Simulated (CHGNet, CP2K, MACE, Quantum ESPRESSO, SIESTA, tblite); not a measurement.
# Pressure against volume in glassy 58SiO2-42ZnO (mol %) (67 atoms), QE, PBE

Density of this cell: 3.19 g/cm³. The cell holds 67 atoms: 15 Si, 11 Zn and 41 O. Its edges and angles: a = 9.780 Å, b = 9.780 Å, c = 9.780 Å, α = 90.0°, β = 90.0°, γ = 90.0°. 67 atoms (15 Si, 11 Zn, 41 O) placed at random at 3.12 g/cm³, melted at 4000 K for 10 ps at fixed volume with the Morse and Coulomb pair potential with partial charges (Pedone, Malavasi, Menziani, Cormack and Segre, J. Phys. Chem. B 110, 11780 (2006)). Quenched from 4000 K to 300 K at 500 K/ps and fixed volume, held 10 ps at zero pressure. Then the atoms were relaxed with MACE MPA-0 medium in the fixed cell.

Calculated with Quantum ESPRESSO 7.5: PBE; plane waves, SSSP efficiency, 60/480 Ry; k-points Γ. The unchanged cell has V0 = 13.962 Å³ an atom and P0 = -0.422 GPa. It is scaled evenly, and MACE MPA-0 medium relaxes the atoms at each volume before the single point.

| volume (Å³/atom) | pressure (GPa) |
| --- | --- |
| 13.125 | 3.488 |
| 13.543 | 1.290 |
| 14.381 | ? |
| 14.800 | -3.542 |

Task: Fit a second-order expansion in ln V to the rows given and interpolate to the withheld row.

Worked fit:

To second order in u = ln(V/V0), P = P0 − B u + ½ B B′ u², with B the bulk modulus at V0 and B′ its pressure derivative. So v = (P − P0)/u is a line in u, with intercept −B and slope ½ B B′.

```
         u   v (GPa)
-0.0618754  -63.1915
-0.0304592  -56.2162
 0.0582689  -53.5449
```

With n = 3: mean u = -0.0113552, mean v = -57.6508, Σ(u − ū)² = 0.0077648, Σ(u − ū)(v − v̄) = 0.53838. Slope b = 0.53838 / 0.0077648 = 69.337; intercept a = v̄ − b ū = -56.864.

So B = 56.9 GPa and B′ = 2b/B = 2.4. At the withheld volume u = 0.02956, v = a + b u = -54.81 GPa, and P = P0 + u v.

Prediction at 14.381: -2.042 GPa. The run gave -2.228 GPa, so the fit is high by 0.19 GPa (8.4 % of the value).

B′ = 2.4 rests on three points. Among the rows given, the largest miss of the fit is at 13.125, by 0.13 GPa (1.8 % of the range of the table).

Limits: Static cells at zero temperature, with the cell shape held. The atoms follow MACE MPA-0 medium, not this level's own minimum.

[Logs are printed without paths, hosts, clocks, repeated set-up lines and the standing remarks that a program may print on its own settings, such as how far it seeks lower states.]

[Hosts, paths, dates, database ids (printed as entryN), source tags and the programs' standing remarks are cut or masked in the printed files.]
